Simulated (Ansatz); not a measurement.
# Br on Fe(100): change of the work function, part 2 of 3

Wanted: Δφ(θ) for Br/Fe(100), starting from the hollow site.

Ansatz 0.2.0; plane-wave DFT, PBE, Ansatz PAW (the session's first sound run).

So far, work function, upper face (eV): step 2 (the clean slab) 3.86; step 3 (21 atoms, coverage 0.25 ML, cell 2x2) 4.29.

**4. The covered slab, k-mesh 5×5×1, coverage 0.5 ML**

System of this step: Br/Fe(100). The cell holds 22 atoms: 20 Fe and 2 Br. Its edges and angles: a = 5.740 Å, b = 5.740 Å, c = 25.333 Å, α = 90.0°, β = 90.0°, γ = 90.0°. Vacuum lies along c.

Another coverage, to see how the dipoles act on each other as their distance changes.

The input, input.yaml:

```yaml
crystal:
  lattice:
    - [5.74, 0.0, 0.0]
    - [0.0, 5.74, 0.0]
    - [0.0, 0.0, 25.3334265449]
  atoms:
    - { symbol: Fe, position: [0.0, 0.0, 0.3552618507], spin: 2.97 }
    - { symbol: Fe, position: [0.25, 0.25, 0.4119063792], spin: 2.38 }
    - { symbol: Fe, position: [0.0, 0.0, 0.4678738623], spin: 2.5 }
    - { symbol: Fe, position: [0.25, 0.25, 0.5246654936], spin: 2.31 }
    - { symbol: Fe, position: [0.0, 0.0, 0.577716009], spin: 2.92 }
    - { symbol: Fe, position: [0.0, 0.5, 0.3552618507], spin: 2.97 }
    - { symbol: Fe, position: [0.25, 0.75, 0.4119063792], spin: 2.38 }
    - { symbol: Fe, position: [0.0, 0.5, 0.4678738623], spin: 2.5 }
    - { symbol: Fe, position: [0.25, 0.75, 0.5246654936], spin: 2.31 }
    - { symbol: Fe, position: [0.0, 0.5, 0.577716009], spin: 2.92 }
    - { symbol: Fe, position: [0.5, 0.0, 0.3552618507], spin: 2.97 }
    - { symbol: Fe, position: [0.75, 0.25, 0.4119063792], spin: 2.38 }
    - { symbol: Fe, position: [0.5, 0.0, 0.4678738623], spin: 2.5 }
    - { symbol: Fe, position: [0.75, 0.25, 0.5246654936], spin: 2.31 }
    - { symbol: Fe, position: [0.5, 0.0, 0.577716009], spin: 2.92 }
    - { symbol: Fe, position: [0.5, 0.5, 0.3552618507], spin: 2.97 }
    - { symbol: Fe, position: [0.75, 0.75, 0.4119063792], spin: 2.38 }
    - { symbol: Fe, position: [0.5, 0.5, 0.4678738623], spin: 2.5 }
    - { symbol: Fe, position: [0.75, 0.75, 0.5246654936], spin: 2.31 }
    - { symbol: Fe, position: [0.5, 0.5, 0.577716009], spin: 2.92 }
    - { symbol: Br, position: [0.25, 0.25, 0.6447381493] }
    - { symbol: Br, position: [0.75, 0.75, 0.6447381493] }
magnetization:
  spin_polarized: true
kpoints:
  mp_grid: { grid: [5, 5, 1] }
hamiltonian:
  xc: pbe
scf:
  occupations: { method: fermi_dirac, width: 0.1 }
  convergence: { dr2_threshold: 1.0e-08 }
efield:
  axis: 3
  dipole_correction: true
  ramp_position: 0.97
  ramp_width: 0.06
relax:
  f_tol: 0.02
  max_steps: 60
  constraints: [{ sites: [0, 1, 5, 6, 10, 11, 15, 16] }]
output:
  bader: true
  dos: { projected: true, e_range: [-8, 4] }
  write_potential: true
  write_density: true
  volumetric_format: npy
```

On the command line:

```bash
ansatz run input.yaml --threads 4 --pin off --max-ram 12288MiB --backend cpu --events-out ev --progress --plain --runs-dir out
```

Elapsed: 4.8 min, on 4 threads of Intel Xeon 6975P-C (Granite Rapids), shared host; peak memory 5 GiB.

Step by step:

```csv
step,energy less that of the first step (eV),largest force component (eV/Å)
1,0.0000,0.7447
2,-0.1070,0.4657
3,-0.1526,0.0322
4,-0.1529,0.0043
```

Forces are held to the 16 operations that the run works with; a distortion that breaks them can't arise in this run.

The atoms that moved most (Å):

```csv
atom,dx,dy,dz,length
Br21,0.000,0.000,0.183,0.183
Br22,0.000,0.000,0.183,0.183
Fe5,0.000,0.000,0.080,0.080
Fe10,0.000,0.000,0.080,0.080
Fe15,0.000,0.000,0.080,0.080
Fe20,0.000,0.000,0.080,0.080
Fe19,0.000,0.000,-0.037,0.037
Fe4,0.000,0.000,-0.037,0.037
```

The relaxed structure:

```cif
data_structure
_symmetry_space_group_name_H-M 'P 1'
_symmetry_Int_Tables_number 1
_cell_length_a 5.7400
_cell_length_b 5.7400
_cell_length_c 25.3334
_cell_angle_alpha 90.000
_cell_angle_beta 90.000
_cell_angle_gamma 90.000
_cell_volume 834.68
loop_
_atom_site_label
_atom_site_type_symbol
_atom_site_fract_x
_atom_site_fract_y
_atom_site_fract_z
_atom_site_occupancy
Fe1 Fe 0.00000 0.00000 0.35526 1
Fe2 Fe 0.25000 0.25000 0.41191 1
Fe3 Fe 0.00000 0.00000 0.46862 1
Fe4 Fe 0.25000 0.25000 0.52319 1
Fe5 Fe 0.00000 0.00000 0.58088 1
Fe6 Fe 0.00000 0.50000 0.35526 1
Fe7 Fe 0.25000 0.75000 0.41191 1
Fe8 Fe 0.00000 0.50000 0.46862 1
Fe9 Fe 0.25000 0.75000 0.52485 1
Fe10 Fe 0.00000 0.50000 0.58088 1
Fe11 Fe 0.50000 0.00000 0.35526 1
Fe12 Fe 0.75000 0.25000 0.41191 1
Fe13 Fe 0.50000 0.00000 0.46862 1
Fe14 Fe 0.75000 0.25000 0.52485 1
Fe15 Fe 0.50000 0.00000 0.58088 1
Fe16 Fe 0.50000 0.50000 0.35526 1
Fe17 Fe 0.75000 0.75000 0.41191 1
Fe18 Fe 0.50000 0.50000 0.46862 1
Fe19 Fe 0.75000 0.75000 0.52319 1
Fe20 Fe 0.50000 0.50000 0.58088 1
Br21 Br 0.25000 0.25000 0.65194 1
Br22 Br 0.75000 0.75000 0.65194 1
```

Numbers from this step:

* energy at zero smearing: -95169.7714 eV
* total moment: 52.73 μB
* work function, upper face: 4.631 eV
* work function, lower face: 3.899 eV
* dipole along the normal: -0.1333 e·Å
* step between the vacuum levels: 0.7320 eV

The density of states has structure finer than the step of the table below, so its rows give means over 0.5 eV, whole bins alone (the curve runs from -8 to 1.98 eV). Peaks (eV: height): total -3.13: 69.0, -1.26: 85.0, -1.20: 94.3, -1.08: 101, -0.99: 93.5, -0.93: 102, 1.41: 63.4; up -3.22: 57.4, -3.13: 64.0, -1.26: 70.0, -1.20: 67.7, -1.08: 69.3, -0.99: 66.8, -0.93: 75.9; down 0.90: 37.0, 1.32: 38.7, 1.41: 59.8, 1.56: 46.5, 1.74: 45.9, 1.83: 56.7, 1.92: 52.8.

The density of states by energy, zero at the Fermi level; means over each step; values in states/eV a cell:

```csv
energy (eV),total,up,down
-7.5,1.22,0.696,0.523
-7.0,1.89,0.927,0.961
-6.5,2.10,1.63,0.467
-6.0,3.80,2.12,1.68
-5.5,6.44,4.07,2.37
-5.0,11.9,7.68,4.24
-4.5,19.1,14.1,4.99
-4.0,22.0,16.4,5.66
-3.5,26.2,21.2,4.96
-3.0,37.1,31.0,6.10
-2.5,35.8,25.8,9.98
-2.0,33.1,21.2,11.9
-1.5,43.7,26.2,17.5
-1.0,56.5,34.8,21.7
-0.5,31.1,15.7,15.4
0.0,22.1,6.39,15.7
0.5,17.6,3.20,14.4
1.0,20.4,2.90,17.5
1.5,38.7,3.37,35.4
```

Projected DOS per atom over height of the atomic layer and energy from the Fermi level. Layers: Fe4 Fe4 Fe4 Fe4 Fe4 Br2 from below.

Ten even steps from '0' (0.01 states/eV) to '9' (3.36 states/eV), each cell a mean:
```
356650
543440
311130
511030
322340
355430
498950
587750
543351
633361
734350
535441
332334
322215
112116
000016
000013
000001
000000
000000
000000
000000
```
Columns: height of the atomic layer (Å) from 9 to 16.5 (not evenly spaced); rows upwards: energy from the Fermi level (eV) from -7.96 to 1.95.

Projected DOS per atom, spin up over height of the atomic layer and energy from the Fermi level. Layers: Fe4 Fe4 Fe4 Fe4 Fe4 Br2 from below.

Ten even steps from '0' (0.01 states/eV) to '9' (2.37 states/eV), each cell a mean:
```
000000
000000
000000
000000
012200
144410
287930
475651
633250
722361
933360
646551
542341
433222
112214
000015
000013
000000
000000
000000
000000
000000
```
Columns: height of the atomic layer (Å) from 9 to 16.5 (not evenly spaced); rows upwards: energy from the Fermi level (eV) from -7.96 to 1.95.

Projected DOS per atom, spin down over height of the atomic layer and energy from the Fermi level. Layers: Fe4 Fe4 Fe4 Fe4 Fe4 Br2 from below.

Values in states/eV, 22 rows by 6 columns, each cell a mean:
```
1.19 1.84 1.93 2.01 1.74 0.20
1.76 1.48 1.20 1.34 1.31 0.12
1.09 0.47 0.55 0.37 1.01 0.07
1.69 0.23 0.47 0.15 1.14 0.04
1.18 0.43 0.27 0.53 1.21 0.07
0.73 0.77 0.77 0.69 0.72 0.06
0.90 0.98 1.11 0.99 1.01 0.10
0.92 1.04 1.08 1.07 0.65 0.05
0.40 0.59 0.42 0.70 0.58 0.14
0.49 0.74 0.63 0.61 0.41 0.18
0.34 0.40 0.47 0.34 0.13 0.11
0.18 0.23 0.33 0.29 0.13 0.17
0.12 0.23 0.26 0.22 0.13 1.00
0.09 0.11 0.12 0.11 0.11 1.23
0.11 0.13 0.15 0.13 0.12 1.31
0.05 0.10 0.08 0.08 0.19 1.00
0.04 0.09 0.05 0.08 0.11 0.32
0.04 0.09 0.08 0.10 0.08 0.13
0.01 0.03 0.03 0.04 0.02 0.03
0.02 0.05 0.07 0.06 0.02 0.02
0.01 0.04 0.05 0.04 0.01 0.01
0.00 0.01 0.01 0.01 0.00 0.00
```
Columns: height of the atomic layer (Å) from 9 to 16.5 (not evenly spaced); rows upwards: energy from the Fermi level (eV) from -7.96 to 1.95.

Site moment by atom:

```csv
atom,site moment (μB)
Fe1,2.97
Fe2,2.45
Fe3,2.41
Fe4,2.34
Fe5,2.90
Fe6,2.97
Fe7,2.41
Fe8,2.41
Fe9,2.49
Fe10,2.90
Fe11,2.97
Fe12,2.41
Fe13,2.41
Fe14,2.49
Fe15,2.90
Fe16,2.97
Fe17,2.45
Fe18,2.41
Fe19,2.34
Fe20,2.90
Br21,0.07
Br22,0.07
```

The relaxation took 4 steps and lowered the energy by 0.15 eV; the largest force on the free atoms ends at 0.0043 eV/Å.

The covered face has 4.63 eV, +0.77 eV against the clean one; the bare back face has moved by +0.07 eV, a measure of how thin the slab is.

**5. Adsorbate added, k-mesh 10×10×1, coverage 1 ML**

System of this step: Br/Fe(100). The cell holds 6 atoms: 5 Fe and 1 Br. Cell: a = 2.870 Å, b = 2.870 Å, c = 25.333 Å, α = 90.0°, β = 90.0°, γ = 90.0°. Vacuum lies along c.

input.yaml, the sections that differ from step 4:

```yaml
crystal:
  lattice:
    - [2.87, 0.0, 0.0]
    - [0.0, 2.87, 0.0]
    - [0.0, 0.0, 25.3334265449]
  atoms:
    - { symbol: Fe, position: [0.0, 0.0, 0.3552618507], spin: 2.97 }
    - { symbol: Fe, position: [0.5, 0.5, 0.4119063792], spin: 2.38 }
    - { symbol: Fe, position: [0.0, 0.0, 0.4678738623], spin: 2.5 }
    - { symbol: Fe, position: [0.5, 0.5, 0.5246654936], spin: 2.31 }
    - { symbol: Fe, position: [0.0, 0.0, 0.577716009], spin: 2.92 }
    - { symbol: Br, position: [0.5, 0.5, 0.6447381493] }
kpoints:
  mp_grid: { grid: [10, 10, 1] }
relax:
  f_tol: 0.02
  max_steps: 60
  constraints: [{ sites: [0, 1] }]
output:
  bader: true
  write_potential: true
  write_density: true
  volumetric_format: npy
# magnetization, hamiltonian, scf, efield: as in step 4
```

The job ended after 62 s (4 threads; peak memory 0.91 GiB).

The steps of the relaxation:

```csv
step,energy less that of the first step (eV),largest force component (eV/Å)
1,0.0000,0.8338
2,-0.0394,0.5227
3,-0.0542,0.2094
4,-0.0645,0.0351
5,-0.0647,0.0389
6,-0.0648,0.0005
```

The run keeps the 8 symmetry operations that it works with, so distortions that break them were not tested.

The atoms that moved most (Å):

```csv
atom,dx,dy,dz,length
Br6,0.000,0.000,0.192,0.192
Fe5,0.000,0.000,0.131,0.131
Fe4,0.000,0.000,-0.025,0.025
Fe3,0.000,0.000,0.019,0.019
```

Running mean over 1.435 Å of the planar mean; the ramp of the sawtooth is left out. Electron's electrostatic potential energy less the Fermi level against z:

```csv
z (Å),electron's electrostatic potential energy less the Fermi level (eV)
3.5,3.90
4.0,3.90
4.5,3.90
5.0,3.90
5.5,3.89
6.0,3.86
6.5,3.77
7.0,3.46
7.5,2.46
8.0,-0.848
8.5,-5.83
9.0,-9.03
9.5,-9.59
10.0,-9.58
10.5,-9.53
11.0,-9.50
11.5,-9.52
12.0,-9.70
12.5,-9.90
13.0,-9.74
13.5,-9.23
14.0,-9.08
14.5,-9.45
15.0,-9.01
15.5,-8.34
16.0,-10.2
16.5,-12.1
17.0,-8.30
17.5,-1.43
18.0,3.06
18.5,4.11
19.0,4.34
19.5,4.39
20.0,4.40
20.5,4.40
21.0,4.40
21.5,4.40
22.0,4.40
```

The relaxation took 6 steps and lowered the energy by 0.065 eV; the largest force on the free atoms ends at 4.7e-4 eV/Å.

The covered face has 4.40 eV, +0.54 eV against the clean one; the bare back face has moved by +0.07 eV, a measure of how thin the slab is.

**6. Work function against coverage**

This step: plane-wave DFT, PBE, Ansatz PAW; work function against coverage (Ansatz 0.2.0).

The runs are now put side by side.

This step gave:

```
work function of the clean face     : 3.856 eV
largest change of the work function : 0.7749 eV
```

Work function of the covered face against coverage:

```csv
coverage (adsorbates/nm²),work function of the covered face (eV)
0.00,3.86
3.04,4.29
6.07,4.63
12.14,4.40
```

The dipole per adsorbate comes from the change of the cell's dipole. Coverage, by row:

```csv
coverage (1/nm²),coverage (ML),work function (eV),change (eV),"dipole per adsorbate, positive end outwards (debye)",mean height of the added atoms over the highest substrate atom (Å)
3.035,0.25,4.292,0.4359,-0.348,1.848
6.07,0.5,4.631,0.7749,-0.309,1.8
12.14,1,4.399,0.5432,-0.103,1.759
```

**7. The 0.25 ML cell at another level of theory, cutoff 500 eV, functional r2SCAN**

This step: plane-wave DFT, r2SCAN, Ansatz PAW (Ansatz 0.2.0).

System of this step: Br/Fe(100). The cell holds 21 atoms: 20 Fe and 1 Br. Cell: a = 5.740 Å, b = 5.740 Å, c = 25.333 Å, α = 90.0°, β = 90.0°, γ = 90.0°. Vacuum lies along c.

The geometry is kept and the functional is r2SCAN; other changes against the main runs: cutoff 420 → 500.

The input, input.yaml:

```yaml
crystal:
  lattice:
    - [5.74, 0.0, 0.0]
    - [0.0, 5.74, 0.0]
    - [0.0, 0.0, 25.3334265449]
  atoms:
    - { symbol: Fe, position: [0.0, 0.0, 0.3552618507], spin: 2.5 }
    - { symbol: Fe, position: [0.25, 0.25, 0.4119063792], spin: 2.5 }
    - { symbol: Fe, position: [-0.0021993891, -0.0021993891, 0.4683164813], spin: 2.5 }
    - { symbol: Fe, position: [0.25, 0.25, 0.5217534502], spin: 2.5 }
    - { symbol: Fe, position: [0.0042266015, 0.0042266015, 0.5792653234], spin: 2.5 }
    - { symbol: Fe, position: [0.0, 0.5, 0.3552618507], spin: 2.5 }
    - { symbol: Fe, position: [0.25, 0.75, 0.4119063792], spin: 2.5 }
    - { symbol: Fe, position: [-0.0021993891, 0.5021993891, 0.4683164813], spin: 2.5 }
    - { symbol: Fe, position: [0.25, 0.75, 0.5246800437], spin: 2.5 }
    - { symbol: Fe, position: [0.0042266015, 0.4957733985, 0.5792653234], spin: 2.5 }
    - { symbol: Fe, position: [0.5, 0.0, 0.3552618507], spin: 2.5 }
    - { symbol: Fe, position: [0.75, 0.25, 0.4119063792], spin: 2.5 }
    - { symbol: Fe, position: [0.5021993891, -0.0021993891, 0.4683164813], spin: 2.5 }
    - { symbol: Fe, position: [0.75, 0.25, 0.5246800437], spin: 2.5 }
    - { symbol: Fe, position: [0.4957733985, 0.0042266015, 0.5792653234], spin: 2.5 }
    - { symbol: Fe, position: [0.5, 0.5, 0.3552618507], spin: 2.5 }
    - { symbol: Fe, position: [0.75, 0.75, 0.4119063792], spin: 2.5 }
    - { symbol: Fe, position: [0.5021993891, 0.5021993891, 0.4683164813], spin: 2.5 }
    - { symbol: Fe, position: [0.75, 0.75, 0.5259577487], spin: 2.5 }
    - { symbol: Fe, position: [0.4957733985, 0.4957733985, 0.5792653234], spin: 2.5 }
    - { symbol: Br, position: [0.25, 0.25, 0.6521939561] }
magnetization:
  spin_polarized: true
kpoints:
  mp_grid: { grid: [5, 5, 1] }
hamiltonian:
  xc: r2scan
scf:
  occupations: { method: fermi_dirac, width: 0.1 }
  convergence: { dr2_threshold: 1.0e-08 }
efield:
  axis: 3
  dipole_correction: true
  ramp_position: 0.97
  ramp_width: 0.06
output:
  write_potential: true
  write_density: true
  volumetric_format: npy
```

Elapsed: 3.9 min, on 4 threads; peak memory 7.1 GiB; 14 min of CPU time.

This step gave:

* energy at zero smearing: -92503.1886 eV
* total moment: 57.59 μB
* work function, upper face: 4.155 eV
* work function, lower face: 3.755 eV
* dipole along the normal: -0.07283 e·Å
* step between the vacuum levels: 0.4000 eV

Site moment by atom:

```csv
atom,site moment (μB)
Fe1,3.23
Fe2,2.78
Fe3,2.82
Fe4,2.74
Fe5,3.16
Fe6,3.23
Fe7,2.78
Fe8,2.82
Fe9,2.75
Fe10,3.16
Fe11,3.23
Fe12,2.78
Fe13,2.82
Fe14,2.75
Fe15,3.16
Fe16,3.23
Fe17,2.74
Fe18,2.82
Fe19,2.71
Fe20,3.16
Br21,0.07
```

The work function comes to 4.15 eV, -0.14 eV from the first level.

**8. The 0.25 ML cell at another level of theory, cutoff 1224.51 eV, functional PBE**

This step: plane-wave DFT, PBE, norm-conserving (Ansatz 0.2.0).

The geometry is kept and the functional is PBE; other changes against the main runs: norm-conserving files and cutoff 420 → 1224.51.

Changes to input.yaml since step 7:

```diff
@@ -32,3 +32,4 @@
 hamiltonian:
-  xc: r2scan
+  xc: pbe
+  pseudopotentials: { kind: nc }
 scf:
```

The job ended after 6.7 min (4 threads; peak memory 11 GiB).

This step gave:

- energy at zero smearing: -71300.9081 eV
- total moment: 52.71 μB
- work function, upper face: 4.297 eV
- work function, lower face: 3.869 eV
- dipole along the normal: -0.07801 e·Å
- step between the vacuum levels: 0.4285 eV

Site moment by atom:

```csv
atom,site moment (μB)
Fe1,2.97
Fe2,2.45
Fe3,2.46
Fe4,2.43
Fe5,2.90
Fe6,2.97
Fe7,2.40
Fe8,2.46
Fe9,2.41
Fe10,2.90
Fe11,2.97
Fe12,2.40
Fe13,2.46
Fe14,2.41
Fe15,2.90
Fe16,2.97
Fe17,2.40
Fe18,2.46
Fe19,2.21
Fe20,2.90
Br21,0.06
```

The work function comes to 4.30 eV, +0.01 eV from the first level.

**9. The 0.25 ML cell at another level of theory, cutoff 1320 eV, functional PBE**

This step: plane-wave DFT, PBE, JTH PAW (Ansatz 0.2.0).

The geometry is kept and the functional is PBE; other changes against the main runs: JTH PAW files and cutoff 420 → 1320.

Changes to input.yaml since step 8:

```diff
@@ -33,3 +33,3 @@
   xc: pbe
-  pseudopotentials: { kind: nc }
+  pseudopotentials: { kind: paw, source: jth }
 scf:
```

Elapsed: 5.6 min, on 4 threads; peak memory 10 GiB; 21 min of CPU time.

The work function comes to 4.29 eV, -0.01 eV from the first level.

**10. Comparing the runs**

Times are for 4 threads of Intel Xeon 6975P-C (Granite Rapids), shared host. The series side by side:

```csv
no.,functional,"work function, upper face (eV)",dipole along the normal (e·Å),time,memory (GiB)
1,r2scan,4.155,-0.07283,3.9 min,7.1
2,pbe,4.297,-0.07801,6.7 min,11
3,pbe,4.286,-0.07576,5.6 min,10
```

[end of part 2 of 3]

[Logs are printed without paths, hosts, clocks, repeated set-up lines and the standing remarks that a program may print on its own settings, such as how far it seeks lower states.]

[Hosts, paths, dates, database ids (printed as entryN), source tags and the programs' standing remarks are cut or masked in the printed files.]

[Maps of the electrostatic potential energy from Ansatz leave out the sawtooth potential of an applied field or a dipole correction, so their vacuum need not be flat; planar profiles and work functions include it.]
